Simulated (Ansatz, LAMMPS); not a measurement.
# Forces and charges in amorphous Si0.7Ge0.3 (120 atoms), part 2 of 2

Aim: energy, forces, charges and density of states of amorphous Si0.7Ge0.3 (120 atoms) at a fixed geometry.

Ansatz 0.2.0; Kohn-Sham DFT, r2SCAN, PAW (set soft_2), plane waves.

The cell: 84 Si and 36 Ge. The quench rate of 10 K/ps is orders of magnitude faster than experiment. The starting topology of bonds comes from the classical model. The Brillouin zone is sampled at Γ only, in a cell whose shortest periodic width is 14 Å.

So far. Step 3 (Plane-wave single point): Between -26 and -14 eV lie 360 more states.

## Step 3: Plane-wave single point (continued)

Valence density in the bc plane at fractional x = 0.348, with atoms of Si and Ge within 0.2 Å of it. It is the smooth field of the valence electrons, not physical close to the nuclei.

Ten steps, logarithmic in the rise over the least value, from '0' (0 e/Å³) to '9' (33 e/Å³), each cell a mean:
```
100000011110000000100000000000000000011
110000111111000001111000000011111111111
110000110011111111111100000111111111100
110000111111111111110000000111111111111
110000011111111111100000000000100000111
100000000000111111000000000000000000001
110000000000011111000000000000000000000
111000000000011111100010000000000000001
111100000000110011111111100000011111111
001100000000111111111001100000111111111
111100000000000001111111100000111111111
111000000000000000001121100000000000000
000000000000000000001111110000000000000
100000000000000000001110011000000000001
110000000011110000011111111000000000111
111110000136752111121111100000000001110
112234211148963111222100000000000001111
112389621113421111111100000000000000000
001256411001110000001111000000000000000
001122110000110000001233110000000000000
001111100001111100011343210000111110000
011001111111111111111121100000122210000
111111111111111111100000000000111110000
011111111111000001000000000000010000000
```
Columns run along b (13.8 Å), rows up along c (13.8 Å). Atoms in or near the plane, at fractional coordinates: Si at (0.01, 0.60), Si at (0.96, 0.88), Si at (0.55, 0.59), Si at (0.38, 0.64), Si at (0.10, 0.09), Si at (0.60, 0.43), Si at (0.22, 0.87), Ge at (0.31, 0.32), Ge at (0.13, 0.26).

Electrostatic potential energy in the bc plane at fractional x = 0.348, with atoms of Si and Ge within 0.2 Å of it. With pseudopotentials it is smooth inside the atoms' cores, unlike the true potential.

Ten even steps from '0' (-44 eV) to '9' (10 eV), each cell a mean:
```
999999998889999999999999999999999999999
789999875578999999877899999998667898644
279999720027998888877899999985103786100
479999730037863247889999999986335887201
899999987788840016899999999999888999877
999999999999975468999999999999999999999
999999999999988889999999999999999999999
889999999999852247999999999999999999998
225899999999720006875347899999987689974
002799999999852247850003799999864368850
236899999999998899973125899999876678974
889999999999999999998778899999999999998
999999999999999999999743479999999999999
899999999999999999998400048999999999998
478999999987789999998631268999999999743
048999999853236898767888899999999998500
478654578742125887556899999999999999742
887421258875457998778999999999999999988
998533479999899999999888999999999999999
999877899999999999997544689999999999999
986446899998888999987434689999876789999
972001689888888878898767899999865689999
974113788778998877899999999999988899999
998778998778999988999999999999999999999
```
Columns run along b (13.8 Å; values clipped at the 3rd and 97th percentile), rows up along c (13.8 Å). Atoms in or near the plane, at fractional coordinates: Si at (0.01, 0.60), Si at (0.96, 0.88), Si at (0.55, 0.59), Si at (0.38, 0.64), Si at (0.10, 0.09), Si at (0.60, 0.43), Si at (0.22, 0.87), Ge at (0.31, 0.32), Ge at (0.13, 0.26).

Mean Löwdin charges: Ge -0.03, Si +0.07 e (they miss 0.58 % of the electrons, so they add up to more than the cell's charge). Charges this small depend on the projection, at times even in sign. Within 0.4 eV of the Fermi level the largest share is Si p (53 % of the projected weight).

## Step 4: Structure statistics

Bonds and neighbours are counted at the geometry of the runs.

Density 3.16 g/cm³, 21.76 Å³ an atom.

Pair distribution functions g(r), in bins of 0.1 Å:

```
r (Å)  total  Si-Si  Si-Ge  Ge-Ge
 2.15   0.00   0.00   0.00   0.00
 2.25   0.06   0.11   0.00   0.00
 2.35   4.14   6.98   1.71   0.00
 2.45   6.14   4.47   8.27   5.32
 2.55   1.35   0.64   1.60   3.98
 2.65   0.25   0.17   0.10   1.38
 2.75   0.08   0.00   0.09   0.43
 2.85   0.00   0.00   0.00   0.00
 2.95   0.00   0.00   0.00   0.00
 3.05   0.15   0.13   0.22   0.00
 3.15   0.12   0.06   0.14   0.32
 3.25   0.19   0.05   0.26   0.61
 3.35   0.31   0.37   0.24   0.29
 3.45   0.63   0.59   0.75   0.27
 3.55   1.17   1.54   0.93   0.25
 3.65   1.19   1.15   1.03   2.18
 3.75   1.83   1.97   1.71   1.58
 3.85   1.81   1.91   1.72   1.73
 3.95   1.91   2.07   1.81   1.44
 4.05   1.93   2.04   1.80   1.95
 4.15   1.83   1.99   1.44   2.78
 4.25   1.09   1.04   0.99   1.78
 4.35   0.78   0.71   0.87   0.68
 4.45   0.95   0.92   1.01   0.81
 4.55   0.82   0.91   0.76   0.62
 4.65   0.80   0.73   0.73   1.49
 4.75   0.86   0.73   1.07   0.57
 4.85   0.91   0.93   0.97   0.55
 4.95   0.81   0.80   0.93   0.39
 5.05   0.70   0.55   0.83   0.88
 5.15   0.81   0.89   0.83   0.24
 5.25   0.82   0.79   0.87   0.69
 5.35   0.74   0.57   0.86   1.12
 5.45   1.06   0.97   1.18   0.97
 5.55   0.76   0.86   0.60   0.94
 5.65   1.17   1.01   1.35   1.21
 5.75   1.16   1.16   1.12   1.36
 5.85   1.27   1.46   1.15   0.85
 5.95   1.18   1.26   1.01   1.54
 6.05   1.03   1.10   0.92   1.23
 6.15   0.94   0.98   0.98   0.59
 6.25   0.99   0.92   1.09   0.90
 6.35   0.96   1.04   0.92   0.80
 6.45   0.83   0.83   0.84   0.77
```

Bonds by pair of elements; cutoffs follow the first minimum of g(r), held within bounds set by covalent radii, and pairs that aren't listed don't count as bonded:

```
pair A-B  cutoff (Å)  bonds  mean length (Å)  spread (Å)  shortest (Å)  B about A  A about B
   Si-Si        2.83    121              2.4       0.062          2.28       2.88       2.88
   Si-Ge        2.88    103             2.46       0.058          2.35       1.23       2.86
   Ge-Ge        2.98     22             2.52       0.079          2.42       1.22       1.22
```

How many atoms have how many bonded neighbours:

```
element  mean   4  5  6
     Ge  4.08  33  3  0
     Si  4.11  76  7  1
```

Bond angles, per cent of each kind in bins of 5°:

```
angle (°)  Si-Si-Si  Ge-Si-Si  Si-Ge-Si  Ge-Ge-Si  Ge-Si-Ge
    55–60       0.4       0.0       0.9       0.0       0.0
    60–65       0.7       0.9       0.0       0.0       0.0
    65–70       0.0       0.0       0.0       0.0       0.0
    70–75       0.4       0.9       0.0       1.0       0.0
    75–80       0.4       0.9       1.8       1.0       3.7
    80–85       0.7       5.1       0.9       1.0       0.0
    85–90       4.4       2.8       2.7       3.1       1.8
    90–95       4.8       7.9       8.2       6.2       7.4
   95–100      13.2       9.3       6.4       9.4      13.0
  100–105      13.6      12.6      14.5      18.8       9.3
  105–110      15.8      15.4      14.5      12.5      14.8
  110–115      17.2      16.4      20.9      19.8      14.8
  115–120      11.4      11.7      13.6      12.5      11.1
  120–125       7.0       6.5       8.2       4.2       7.4
  125–130       5.1       2.3       3.6       3.1       7.4
  130–135       2.2       3.7       1.8       4.2       3.7
  135–140       1.5       1.4       0.0       0.0       1.8
  140–145       1.1       0.0       0.9       1.0       3.7
  145–150       0.4       0.0       0.0       1.0       0.0
  150–155       0.0       0.0       0.9       0.0       0.0
  155–160       0.0       1.4       0.0       0.0       0.0
  160–165       0.0       0.0       0.0       1.0       0.0
  165–170       0.0       0.0       0.0       0.0       0.0
  170–175       0.0       0.5       0.0       0.0       0.0
```

Bond angles (no mean is given where the spread exceeds 20°):

```
   angle  count  mean (°)  spread (°)
Si-Si-Si    273       109        13.2
Ge-Si-Si    214       108        15.5
Si-Ge-Si    110       109        13.3
Ge-Ge-Si     96       109        13.8
Ge-Si-Ge     54       110        14.4
```

Bond length by coordination (bonds to H left out):

```
element  coordination  atoms  mean bond length (Å)
     Ge             4     33                  2.46
     Ge             5      3                  2.58
     Si             4     76                  2.40
     Si             5      7                  2.50
     Si             6      1                  2.54
```

Rings of the network by King's shortest-path rule, up to 12 atoms, one path for each pair of neighbours; H, halogens, alkali and alkaline-earth atoms are left out, and the last column divides by all other atoms, bonded or not:

```
ring size (atoms)  rings  per network atom
                3      2             0.017
                4     10             0.083
                5     72               0.6
                6     91             0.758
                7     57             0.475
                8      4             0.033
```

For some of the pairs, g(r) has its first main peak near 2.4 Å (Si-Si), 2.5 Å (Si-Ge) and 2.5 Å (Ge-Ge). Counting bonds as in the table, 92 % of Ge atoms have 4 and 90 % of Si atoms have 4 bonded neighbours. The Si-Si-Si angle averages 109° with a spread of 13°. Rings of 6 atoms are the most common (39 % of those counted); sizes run from 3 to 8.

A closer look about Ge113, whose charge lies farthest from its element's mean: 8 atoms, nearest first, numbered in the order of the input, with positions taken from that point.

```
 atom      x      y      z  distance (Å)  bonds  Löwdin charge (e)     Fx     Fy  Fz (eV/Å)
Ge113   0.00   0.00   0.00          0.00      4              -0.10  -0.10  -0.04       0.47
 Si28  -2.33  -0.79  -0.11          2.47      4               0.07   0.23  -0.14      -0.40
 Si71   0.91  -0.03  -2.30          2.48      4               0.09  -0.45  -0.23       0.12
 Si48   1.42  -1.74   1.08          2.49      4               0.07   0.17  -0.26      -0.18
  Si4  -0.96   2.41  -0.15          2.59      5               0.10  -0.09  -0.43      -0.10
 Si67  -2.55   1.05  -1.70          3.24      5               0.07  -0.28  -0.85       0.50
  Si8   1.31   3.16  -0.67          3.49      4               0.06  -0.33   0.51      -0.23
 Si43  -1.24  -0.10  -3.37          3.59      4               0.05   0.16   0.08      -0.15
```

The column of bonds counts only the pairs Si-Si within 2.83 Å, Si-Ge within 2.88 Å, Ge-Ge within 2.98 Å; other neighbours, such as metal atoms beside each other in a compound, aren't counted, and periodic images can show an atom twice.

## Step 5: Summary of results

```yaml
free_energy_per_atom: -1737.9521 eV/atom
pressure: -1.951 GPa
r_m_s_force_component: 0.2666 eV/Å
wall_time_of_the_1_dft_run: 59 s
```

In words: Counting bands leaves a spacing of only 0.040 eV (at Γ alone), which the smearing bridges: 2 levels are partly filled by over 2 %, so a gap, if any, is small at this level. Counting bonds as in the table, 92 % of Ge atoms have 4 and 90 % of Si atoms have 4 bonded neighbours.

Caveats: The geometry was minimised with a classical potential after classical dynamics and isn't relaxed at this level: its force components are 0.27 eV/Å r.m.s. The pressure of -2.0 GPa belongs to a cell and atoms that aren't relaxed at this level.

[Logs are printed without paths, hosts, clocks, repeated set-up lines and the standing remarks that a program may print on its own settings, such as how far it seeks lower states.]

[Hosts, paths, dates, database ids (printed as entryN), source tags and the programs' standing remarks are cut or masked in the printed files.]
